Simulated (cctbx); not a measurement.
## Lattice, Laue class and space group of a new crystal

Cell: a = 3.7660 Å, b = 3.7660 Å, c = 9.4480 Å, α = 90.00°, β = 90.00°, γ = 90.00°. Expected content of the cell: Zr2 Cu2 Ti4.

The data are simulated with cctbx, not measured: Ag Kα, λ = 0.56087 Å, to d = 0.7 Å, 70 % of the full sphere, strongest reflection 70000 counts, noise from counting, a 6 % proportional error and a noise floor of 8 counts (s.d.); no absorption.

A first pass over the reflections prints:

```text
1128 reflections to d = 0.701 A
centring   violations  <I/sigma> of those
    A        520 of   572     13.5
    B        509 of   564     13.4
    C        493 of   542     14.2
    I        491 of   560     12.6
    R        683 of   748     13.6
    F        761 of   839     13.7
Laue class    unique    Rint  (classes that these axes allow; Friedel mates merged)
P -1              734   0.036
P 1 2/m 1         455   0.038
P 1 1 2/m         430   0.039
P 2/m 1 1         454   0.040
P m m m           276   0.042
P 4/m             224   0.043
P 4/m m m         162   0.044
space group    extra absences  I>4sigma  <I/sigma>
P 4 2 2                 0          0         -  acentric
P 4 21 2                7          0      -0.3  acentric
P 4 m m                 0          0         -  acentric
P -4 2 m                0          0         -  acentric
P -4 21 m               7          0      -0.3  acentric
P -4 m 2                0          0         -  acentric
P 4/m m m               0          0         -  centric
P 4/n m m :1           31          0       0.3  centric
P 4/n m m :2           31          0       0.3  centric
Wilson B = 0.37 A^2   <|E^2-1|> = 0.769 (0.968 centric, 0.736 acentric)   E^2>4: 1.3 %
shell (A)         n   <I/sigma>
 9.45 - 1.40     27     27.0
 1.40 - 1.11     24     29.8
 1.11 - 0.97     18     33.2
 0.97 - 0.88     22     34.3
 0.88 - 0.82     19     36.7
 0.82 - 0.77     13     35.6
 0.77 - 0.73     20     29.6
 0.73 - 0.70     19     35.4
```

**Question.** What are the lattice type, the Laue class and the likely space group?

Every centring test has many violations, so the lattice is primitive.

Rint stays low (0.036 to 0.044) up to P 4/m m m, the highest class in these axes.

9 settings pass the absence test. The most absences obeyed, 31, belong to P 4/n m m alone.

⟨|E²−1|⟩ = 0.769 leans to a non-centrosymmetric structure. Here that hint misleads: the statistic assumes many like atoms on general positions, and few, heavy or special-position atoms break it. The Wilson B of 0.37 Å² means U ≈ 0.0047 Å².

The true group is P4/nmm (no. 129, origin choice 1), Laue class 4/mmm, centrosymmetric. The tables fix it.

The model was made for the exercise: a known structure type with other elements put in, its volume estimated, not relaxed; displacement parameters are assumed.

[Logs are printed without paths, hosts, clocks, repeated set-up lines and the standing remarks that a program may print on its own settings, such as how far it seeks lower states.]
